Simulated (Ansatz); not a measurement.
**MoS2/WSSe (van der Waals superlattice) (P3m1): band gap by G0W0 on PBEsol**

How far does one-shot GW move the PBEsol gap of MoS2/WSSe (van der Waals superlattice) (P3m1)?

Program: Ansatz 0.2.0. Level of theory: PBEsol, then G0W0 on it, plane waves, PAW. Results are calculated unless marked as measured.

This is a report of a sequence of runs, with most program output left out.

The structure was built from a prototype and need not be the compound's stable phase.

### 1. Starting point

It takes space group P3m1 (No. 156, trigonal). The conventional cell has a = 3.219 Å, b = 3.219 Å, c = 12.530 Å, α = 90.00°, β = 90.00°, γ = 120.00°. Mo has 6 S at 2.43 Å nearest. S has 3 Mo at 2.43 Å nearest. Nearest to W lie 3 Se at 2.47 Å and 3 S at 2.47 Å. Nearest to S lie 3 W at 2.47 Å. Se has 3 W at 2.47 Å nearest. It derives from Mo1S2. Farther neighbours and most contacts between anions are not listed.

The start is a generated structure, not a measured one. Spin-orbit coupling is left out unless a step names it.

The logs state that the PAW files were generated under PBE.

### 2. Relaxing the structure

The structure is relaxed first.

This step: DFT, PBEsol-D3(BJ), plane waves, PAW; PAW set soft_1.

The input, input.yaml:

```yaml
crystal:
  lattice:
    - [3.21875, 0.0, 0.0]
    - [-1.609375, 2.7875192684, 0.0]
    - [0.0, 0.0, 12.5300000031]
  atoms:
    - { symbol: Mo, position: [0.3333333333, 0.6666666667, 0.2490023944] }
    - { symbol: S, position: [0.6666666667, 0.3333333333, 0.3743016761] }
    - { symbol: S, position: [0.6666666667, 0.3333333333, 0.1237031125] }
    - { symbol: W, position: [0.3333333333, 0.6666666667, 0.7470071826] }
    - { symbol: S, position: [0.6666666667, 0.3333333333, 0.8762968875] }
    - { symbol: Se, position: [0.6666666667, 0.3333333333, 0.6177174779] }
kpoints:
  mp_grid: { grid: [9, 9, 2] }
hamiltonian:
  xc: pbesol
  dispersion: d3bj
  pseudopotentials: { kind: paw, azcp: { folder: soft_1 }, xc_functional: pbe }
scf:
  occupations: { method: fermi_dirac, width: 0.02 }
relax:
  f_tol: 0.01
  max_steps: 100
  cell: {}
```

On the command line:

```console
> ansatz run input.yaml --threads 2 --pin off --max-ram 92160MiB --backend cuda --events-out ev --progress --plain --runs-dir out --devices 1 --max-vram 13GiB
```

It took 11 s on 1 × NVIDIA H100 80GB HBM3 (shared by 6 runs) with 2 threads of AMD EPYC 7R13 (Zen 3), shared host; peak memory 1 GiB.

The steps of the relaxation:

```
step  energy less that of the first step (eV)  largest force component (eV/Å)  pressure (GPa)  volume (Å³)
   1                                   0.0000                          2.7298           -4.96       112.42
   2                                  -0.3128                          1.4141            2.73       110.50
   3                                  -0.3092                          0.4636           -1.18       114.50
   4                                  -0.3630                          0.0558            0.00       112.43
   5                                  -0.3633                          0.0226           -0.04       112.58
   6                                  -0.3633                          0.0110           -0.02       112.40
   7                                  -0.3633                          0.0028           -0.01       112.45
  8*                                  -0.3636                          0.0027            0.00       112.45
```

Relaxation steps marked * repeat the geometry before them on a plane-wave basis chosen anew for their cell, so energy and pressure can jump there. Relaxation step 3 was tried and not accepted.

Forces are held to the 6 operations that the run works with; a distortion that breaks them can't arise in this run.

```
conventional cell, symmetrised  before   after  change
                         a (Å)   3.219   3.143  -2.4 %
                         b (Å)   3.219   3.143  -2.4 %
                         c (Å)  12.530  13.146  +4.9 %
              volume (Å³/atom)   18.74   18.74  +0.0 %
```

The atoms that moved most (Å, as changes of fractional coordinates times the final cell):

```
atom     dx     dy      dz  length
  S2  0.000  0.000  -0.141   0.141
  W4  0.000  0.000   0.103   0.103
 Se6  0.000  0.000   0.076   0.076
  S3  0.000  0.000   0.051   0.051
  S5  0.000  0.000  -0.046   0.046
 Mo1  0.000  0.000  -0.044   0.044
```

Final coordinates:

```xyz
6
Lattice="3.1428 0.0000 0.0000 -1.5714 2.7217 0.0000 0.0000 0.0000 13.1457" Properties=species:S:1:pos:R:3 pbc="T T T"
Mo    0.0000    1.8145    3.2292
S     1.5714    0.9072    4.7797
S     1.5714    0.9072    1.6773
W     0.0000    1.8145    9.9234
S     1.5714    0.9072   11.4736
Se    1.5714    0.9072    8.1965
```

The program's warnings for this run: band table not solved further.

### 3. The PBEsol band structure

Levels along a band path and on the mesh show where this functional puts the band edges.

This step: DFT, PBEsol, plane waves, PAW; PAW set soft_1.

The input, input.yaml:

```yaml
crystal:
  lattice:
    - [3.1427838334, 0.0, 0.0]
    - [-1.5713919167, 2.7217306383, 0.0]
    - [0.0, 0.0, 13.1456958318]
  atoms:
    - { symbol: Mo, position: [0.3333333333, 0.6666666667, 0.245649878] }
    - { symbol: S, position: [0.6666666667, 0.3333333333, 0.3635909853] }
    - { symbol: S, position: [0.6666666667, 0.3333333333, 0.1275944387] }
    - { symbol: W, position: [0.3333333333, 0.6666666667, 0.7548780888] }
    - { symbol: S, position: [0.6666666667, 0.3333333333, 0.8728038352] }
    - { symbol: Se, position: [0.6666666667, 0.3333333333, 0.6235115051] }
kpoints:
  mp_grid: { grid: [12, 12, 2] }
  band_path:
    path:
      - [[0.0, 0.0, 0.0], [0.5, 0.0, 0.0], [0.33333333, 0.33333333, 0.0], [0.0, 0.0, 0.0], [0.0, 0.0, 0.5], [0.5, 0.0, 0.5], [0.33333333, 0.33333333, 0.5], [0.0, 0.0, 0.5]]
      - [[0.5, 0.0, 0.5], [0.5, 0.0, 0.0]]
      - [[0.33333333, 0.33333333, 0.5], [0.33333333, 0.33333333, 0.0]]
    npoints: 10
hamiltonian:
  xc: pbesol
  pseudopotentials: { kind: paw, azcp: { folder: soft_1 }, xc_functional: pbe }
scf:
  occupations: { method: fermi_dirac, width: 0.02 }
  n_extra_bands: 6
output:
  eigenvalues: true
  forces: true
  stress: true
  write_density: true
  write_potential: true
  elf: true
  volumetric_format: npy
```

It took 13 s on 1 × NVIDIA H100 80GB HBM3 (shared by 6 runs) with 2 threads; peak memory 1 GiB; 5.8 s of CPU time.

Numbers from this step:

```yaml
pressure: 3.345 GPa
filled_bands: 31
gap: 1.000 eV
valence_top_at: Γ
conduction_bottom_at: k = (0.167, 0.167, 0.000)
least_direct_gap: 1.247 eV
```

Over mesh and path the gap is 1.000 eV, from k = Γ to k = (0.167, 0.167, 0.000). The least direct gap found is 1.247 eV, at k = (0.333, 0.333, 0.000).

Electronic bands along the path, in eV, zero at the top of the highest nominally filled band:

```
    point  band 28  band 29  band 30  band 31  band 32  band 33  band 34  band 35
        Γ    -1.24    -1.24    -1.15     0.00     2.16     2.16     2.45     2.45
  halfway    -1.61    -1.56    -1.43    -1.05     1.24     1.75     2.16     2.29
        M    -1.64    -1.58    -0.98    -0.94     1.67     2.12     2.83     2.91
  halfway    -2.82    -2.06    -1.07    -0.52     1.53     2.42     2.51     2.71
        K    -3.36    -2.28    -0.74    -0.19     1.05     1.93     2.09     2.87
  halfway    -2.05    -1.55    -1.25    -0.84     1.00     1.69     1.97     2.03
        Γ    -1.24    -1.24    -1.15     0.00     2.16     2.16     2.45     2.45
  halfway    -1.24    -1.24    -0.81    -0.07     2.16     2.16     2.45     2.45
        A    -1.24    -1.24    -0.54    -0.19     2.16     2.16     2.45     2.45
  halfway    -2.04    -1.56    -1.34    -1.04     1.50     1.72     1.75     2.53
        L    -1.64    -1.28    -1.08    -0.94     1.67     2.16     2.77     2.91
  halfway    -2.50    -2.43    -1.02    -0.53     1.54     2.46     2.49     2.80
        H    -2.78    -2.62    -0.74    -0.21     1.05     1.93     2.30     2.69
  halfway    -1.86    -1.68    -1.36    -0.85     1.25     1.46     1.87     2.19
        A    -1.24    -1.24    -0.54    -0.19     2.16     2.16     2.45     2.45
jump to L    -1.64    -1.28    -1.08    -0.94     1.67     2.16     2.77     2.91
  halfway    -1.64    -1.42    -1.02    -0.94     1.67     2.14     2.80     2.91
        M    -1.64    -1.58    -0.98    -0.94     1.67     2.12     2.83     2.91
jump to H    -2.78    -2.62    -0.74    -0.21     1.05     1.93     2.30     2.69
  halfway    -3.10    -2.39    -0.74    -0.20     1.05     1.93     2.18     2.86
        K    -3.36    -2.28    -0.74    -0.19     1.05     1.93     2.09     2.87
```

Electrostatic potential energy in the ca plane at fractional y = 0.333, with atoms of S and Se within 0.2 Å of it. With pseudopotentials it is smooth inside the atoms' cores, unlike the true potential.

Ten even steps from '0' (-31 eV) to '9' (16 eV), each cell a mean:
```
9987446888876457999997555788887545899
9972002688851003899975786588885000489
9960110689840202799975998578983020389
9972002788861004899985685588885100589
9997557877876568999997556787777656899
9999988765688899999999888875568889999
9999998754578999999999999864467999999
9999888766788889999999888876678889999
```
Columns run along c (13.1 Å; values clipped at the 3rd and 97th percentile), rows up along a (3.1 Å). Atoms in or near the plane, at fractional coordinates: S at (0.36, 0.67), S at (0.13, 0.67), S at (0.87, 0.67), Se at (0.62, 0.67).

Valence density in the ca plane at fractional y = 0.333, with atoms of S and Se within 0.2 Å of it. It is the smooth field of the valence electrons, not physical close to the nuclei.

Values in e/Å³, 5 rows by 16 columns, each cell a mean:
```
 0  1  1  0  0  1  1  0  0  2  2  0  0  1  1  0
 0  1  1  1  0  1  1  0  0 10 18  0  0  1  1  0
 0  1  1  0  0  1  1  0  0  2  3  0  0  1  1  0
 0  0  0  1  1  0  0  0  0  0  0  0  1  0  0  0
 0  0  0  1  1  0  0  0  0  0  0  0  1  0  0  0
```
Columns run along c (13.1 Å), rows up along a (3.1 Å). Atoms in or near the plane, at fractional coordinates: S at (0.36, 0.67), S at (0.13, 0.67), S at (0.87, 0.67), Se at (0.62, 0.67).

### 4. The quasiparticle correction

G0W0 replaces the xc potential by a self-energy built once from the orbitals of the start. Levels are corrected in the window of bands that the input names, at points of the mesh.

This step: G0W0 on PBEsol, plane waves, PAW; PAW set soft_1.

input.yaml, the sections that differ from step 3:

```yaml
kpoints:
  mp_grid: { grid: [9, 9, 2] }
scf:
  occupations: { method: fixed }
gw:
  n_empty_bands: 469
  ecut_chi: 150.0
  qp_bands: [v2, c2]
  qp_kpoints: band_edges
  screening: { model: contour_deformation }
# crystal, hamiltonian: as in step 3
# output: removed
```

The job ended after 1.9 min (1 × NVIDIA H100 80GB HBM3 (shared by 6 runs) with 2 threads; peak memory 2.7 GiB).

This step gave:

| Quantity | Value |
| --- | --- |
| bands summed | 500 |
| RPA ε∞ on this mesh (eigenvalues) | 5.308, 13.53, 13.53 |
| plane waves in the screening matrix | 489 |
| q-points in the mesh | 162 |
| G0W0 gap over the corrected points | 1.530 eV |
| k of the valence top | 0, 0, 0 |
| k of the conduction bottom | 0.1111, 0.2222, 0 |
| starting gap on the mesh | 1.054 eV |
| Z at the valence top | 0.7491 |
| Z at the conduction bottom | 0.7570 |
| least direct G0W0 gap over the corrected points | 1.894 eV |

Over 19 of 24 irreducible mesh points the G0W0 gap is 1.530 eV, from k = Γ to k = (0.111, 0.222, 0.000). The PBEsol gap of this run on the mesh is 1.054 eV. Other states bound it: the two that bound the G0W0 gap lie 1.076 eV apart in PBEsol, so state for state the correction is 1.530 − 1.076 = +0.454 eV, while gap against gap it is 1.530 − 1.054 = +0.476 eV. The start of this run differs from the step before in mesh (12×12×2 and 9×9×2).

Labels follow the order of the start: v1 is the top filled band, c1 the lowest empty one; levels that stay degenerate share a row, the window can cut a multiplet, doubted levels are not marked in this list, bands outside the window were not corrected, and the list may be a part of the corrected levels. The levels before and after the correction (eV, zero at the valence-band top of each column):

```
           conduction bottom  valence top
Kohn-Sham               1.05         0.00
     G0W0               1.53         0.00
```

```
                        level  occupation  energy (eV)
Kohn-Sham                Γ v2           2       -1.146
Kohn-Sham                Γ v1           2        0.000
Kohn-Sham             Γ c1-c2           0        2.158
Kohn-Sham  (0.111 0.222 0) v2           2       -1.362
Kohn-Sham  (0.111 0.222 0) v1           2       -0.903
Kohn-Sham  (0.111 0.222 0) c1           0        1.076
Kohn-Sham  (0.111 0.222 0) c2           0        1.708
     G0W0                Γ v2           2       -1.185
     G0W0                Γ v1           2        0.000
     G0W0             Γ c1-c2           0        2.684
     G0W0  (0.111 0.222 0) v2           2       -1.613
     G0W0  (0.111 0.222 0) v1           2       -1.034
     G0W0  (0.111 0.222 0) c1           0        1.530
     G0W0  (0.111 0.222 0) c2           0        2.264
```

The parts of the quasiparticle energy for the two states that bound the G0W0 gap, in eV on the run's own scale (QP = start + Σx + Σc − Vxc, with Σc at the quasiparticle energy):

```
             edge                      k  band   start       Σx      Σc      Vxc      Z      QP
      valence top                      Γ    31  11.032  −19.431   0.537  −18.734  0.749  10.872
conduction bottom  (0.111, 0.222, 0.000)    32  12.107  −13.053  −3.901  −17.248  0.757  12.402
```

### 5. Spin-orbit coupling

This run has two-component orbitals with spin-orbit coupling.

This step: DFT, PBEsol with spin-orbit coupling, plane waves, PAW; PAW set soft_1.

input.yaml: that of step 4 with these lines changed.

```diff
@@ -13,13 +13,25 @@
 kpoints:
-  mp_grid: { grid: [9, 9, 2] }
+  mp_grid: { grid: [12, 12, 2] }
+  band_path:
+    path:
+      - [0.0, 0.0, 0.0]
+      - [0.5, 0.0, 0.0]
+      - [0.33333333, 0.33333333, 0.0]
+      - [0.0, 0.0, 0.5]
+      - [0.5, 0.0, 0.5]
+      - [0.33333333, 0.33333333, 0.5]
+      - [0.1666666667, 0.1666666667, 0.0]
+    npoints: 1
 hamiltonian:
   xc: pbesol
-  pseudopotentials: { kind: paw, azcp: { folder: soft_1 }, xc_functional: pbe }
+  pseudopotentials: { kind: paw_fr, azcp: { folder: soft_1 }, xc_functional: pbe }
 scf:
-  occupations: { method: fixed }
-gw:
-  n_empty_bands: 469
-  ecut_chi: 150.0
-  qp_bands: [v2, c2]
-  qp_kpoints: band_edges
-  screening: { model: contour_deformation }
+  occupations: { method: fermi_dirac, width: 0.02 }
+  n_extra_bands: 12
+magnetization:
+  noncollinear: true
+  spin_orbit: true
+output:
+  eigenvalues: true
+  forces: true
+  stress: true
```

The job ended after 20 s (1 × NVIDIA H100 80GB HBM3 (shared by 6 runs) with 2 threads; peak memory 1.1 GiB; 22 s of CPU time).

This step gave:

```yaml
pressure: 3.332 GPa
gap: 0.9330 eV
valence_top_at: Γ
conduction_bottom_at: k = (0.167, 0.167, 0.000)
least_direct_gap: 1.036 eV
```

Over mesh and listed points the gap is 0.933 eV, from k = Γ to k = (0.167, 0.167, 0.000). The least direct gap found is 1.036 eV, at k = (0.333, 0.333, 0.000). PBEsol+SOC against PBEsol: 0.933 − 1.000 = −0.067 eV, with the same mesh, set of files (read in its fully relativistic form for the spin-orbit run) and cutoff, and both edges at the same k points. The spin-orbit run sees mesh and listed points alone, so its gap is an upper bound: the coupling can move an edge off these points, the more so as this crystal has no centre of inversion, and the change over the zone, its sign included where it is small, is not known.

### 6. The runs together

Each gap is the least one over the points named; times are wall times on shared hosts, not benchmarks. A G0W0 time includes the run's own self-consistent start. Runs with listed points see these and the mesh alone, so an edge that moves elsewhere is missed. Rows marked * are further runs, not shown as steps, whose inputs differ from the G0W0 step on the same start in the columns given; solver thresholds can differ too.

```
       level     mesh       files, cutoff  bands summed, screening                            points  gap (eV)  valence top      conduction bottom  least direct gap (eV)     time
      PBEsol  12×12×2  soft_1 PAW, 420 eV                        -                     mesh and path     1.000            Γ  (0.167, 0.167, 0.000)                  1.247     13 s
  PBEsol+SOC  12×12×2  soft_1 PAW, 420 eV                        -            mesh and listed points     0.933            Γ  (0.167, 0.167, 0.000)                  1.036     20 s
G0W0@PBEsol*    9×9×2  soft_1 PAW, 420 eV               149, 60 eV  19 of 24 irreducible mesh points     1.444            Γ  (0.111, 0.222, 0.000)                  1.911     77 s
 G0W0@PBEsol    9×9×2  soft_1 PAW, 420 eV              500, 150 eV  19 of 24 irreducible mesh points     1.530            Γ  (0.111, 0.222, 0.000)                  1.894  1.9 min
```

### 7. Summary of results

| Quantity | Value |
| --- | --- |
| PBEsol gap over mesh and path | 1.000 eV, from k = Γ to k = (0.167, 0.167, 0.000) |
| G0W0@PBEsol gap over 19 of 24 irreducible mesh points | 1.530 eV, from k = Γ to k = (0.111, 0.222, 0.000) |
| PBEsol+SOC gap over mesh and listed points | 0.933 eV |
| GW settings | 9×9×2 mesh, 469 empty bands, screening to 150 eV, PAW set soft_1 files |
| known limits | finite bands, screening cutoff and k mesh; no spin-orbit coupling in G0W0 |

What this shows: Over 19 of 24 irreducible mesh points the G0W0 gap is 1.530 eV, from k = Γ to k = (0.111, 0.222, 0.000). The PBEsol gap of this run on the mesh is 1.054 eV. Other states bound it: the two that bound the G0W0 gap lie 1.076 eV apart in PBEsol, so state for state the correction is 1.530 − 1.076 = +0.454 eV, while gap against gap it is 1.530 − 1.054 = +0.476 eV. The valence state moves by 10.872 − 11.032 = −0.160 eV and the conduction state by 12.402 − 12.107 = +0.295 eV, on the run's own scale; with 149 bands the edge states move by +0.356 and +0.724 eV, so the split between the edges depends on the bands and cutoff. Over mesh and path, PBEsol puts the conduction bottom at k = (0.167, 0.167, 0.000), where no G0W0 correction was computed. The G0W0 gap over the whole zone is therefore not known from this run; at its settings it can only be equal to or under the 1.530 eV found, and no correction is carried over from another point. For the start itself the gap is 1.000 eV over mesh and path and 1.054 eV on the mesh of the G0W0 run, in runs that differ in mesh (12×12×2 and 9×9×2). From 149 bands and 60 eV to 500 bands and 150 eV the gap moves by 1.530 − 1.444 = +0.086 eV; bands and screening cutoff rise together, so their parts are not told apart. Two runs can't test a law of convergence, so the limit is not known. PBEsol+SOC against PBEsol: 0.933 − 1.000 = −0.067 eV, with the same mesh, set of files (read in its fully relativistic form for the spin-orbit run) and cutoff, and both edges at the same k points. The spin-orbit run sees mesh and listed points alone, so its gap is an upper bound: the coupling can move an edge off these points, the more so as this crystal has no centre of inversion, and the change over the zone, its sign included where it is small, is not known. What spin-orbit coupling does to the G0W0 levels was not computed, so no sum with the G0W0 gap is formed. The G0W0 runs are scalar-relativistic. No pair of G0W0 runs that differ in the mesh alone is shown (9×9×2 is a supercell whose nearest images lie 26 Å apart), so the error from the mesh is not known here. G0W0 is shown with one set of atomic data (soft_1 PAW), so the error from the files is not known here.

[Paths, hosts, dates, memory and timing lines, banners, echoed tables and standing remarks are left out of the program output.]

[Logs are printed without paths, hosts, clocks, repeated set-up lines and the standing remarks that a program may print on its own settings, such as how far it seeks lower states.]

[Runs of the session that timed out or met a known fault of the program may be left out.]

[Cells called generated may have been cut or substituted from an entry of the Crystallography Open Database or the Materials Project.]

[Hosts, paths, dates, database ids (printed as entryN), source tags and the programs' standing remarks are cut or masked in the printed files.]

[Where an RPA ε∞ is given, it is that of the G0W0 mesh and is not shown converged in it. Names of k-points follow the symmetry that the program found, which can be lower than the space group named. Band edges on a path are those of the sampled points; other points can move an edge, and change direct to indirect where valleys lie close.]

[Hybrid gaps are those of their k-mesh and are not shown converged in it.]
